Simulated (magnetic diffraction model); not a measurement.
# Magnetic neutron pattern of DyZnAg

Space group P6_3/mmc (no. 194), a = 4.4910 Å, c = 6.9430 Å.

```csv
site,atom,x,y,z
2a,Dy,0,0,0
2d,Ag,1/3,2/3,3/4
2c,Zn,1/3,2/3,1/4
```

This is a made-up structure (elements placed in a structure type, unrelaxed), so the numbers test the method and describe no known phase.

Only Dy is taken to order (form factors of Dy3+); orders and moment sizes are assumed, and not adapted to the symmetry. Radiation: neutrons of λ = 2.567 Å (absorption by Dy left out), 8° to 100°; isotropic B of 0.12 Å² (Dy), 0.17 Å² (Ag) and 0.17 Å² (Zn). The intensities are simulated: I ∝ L Σ (|F_N|² + |F_M⊥|²) for unpolarised neutrons, with F_M = 2.695 fm/μB × Σ f(s) S exp(2πi Q·r) exp(−B s²) at Q = H ± k (one set where k and −k are equivalent), only the part normal to Q counting and L = 1/(sin²θ cos θ). For collinear order S is the moment m, which repeats by lattice and centring translations R with the sign exp(−2πi k·R). Form factors are spin-only for 3d ions and dipole or tabulated for f ions, scattering lengths are Sears's of 1992, and absorption is left out. A label names one of the reflections at its angle. The strongest nuclear line in the range is 100, and lines under 0.2 are left out.

Assume the order k = (1/2 0 0), collinear moments along [001], 5.53 μB on Dy; signs + at (0, 0, 0), + at (0, 0, 1/2).

Predict the pattern, nuclear and magnetic parts apart.

```
2θ (°)       index  nuclear  magnetic
 19.00   (1/2 0 0)      0.0      55.4
 33.21  (1/2 -1 0)      0.0      17.6
 38.54     (1 0 0)     25.0       0.0
 43.40     (0 0 2)      1.5       0.0
 47.77   (1/2 0 2)      0.0       2.7
 51.77   (1/2 1 0)      0.0      13.9
 55.72  (1/2 -1 2)      0.0       4.5
 59.34   (3/2 0 0)      0.0       5.2
 59.42     (1 0 2)    100.0       0.0
 69.72     (1 1 0)     62.5       0.0
 69.79   (1/2 1 2)      0.0       8.7
 73.02  (3/2 -2 0)      0.0       6.8
 76.32   (3/2 0 2)      0.0       4.0
 82.60     (2 0 0)      7.8       0.0
 85.80     (1 1 2)      3.5       0.0
 88.93  (3/2 -2 2)      0.0       6.7
 91.98   (3/2 1 0)      0.0       4.4
 95.37     (0 0 4)     15.0       0.0
 98.25   (1/2 2 0)      0.0       4.0
 98.32     (2 0 2)     56.2       0.0
```

The strongest magnetic line in the range is (1/2 0 0) at 19.00° (55.4). On top of the Lorentz factor, which all lines share, magnetic lines fade with angle because f falls: for Dy3+ it is 0.96, 0.84, 0.69 and 0.41 at sin θ/λ = 0.1, 0.2, 0.3 and 0.5 Å⁻¹, while nuclear lengths stay constant. The order has no net moment.

[Logs are printed without paths, hosts, clocks, repeated set-up lines and the standing remarks that a program may print on its own settings, such as how far it seeks lower states.]
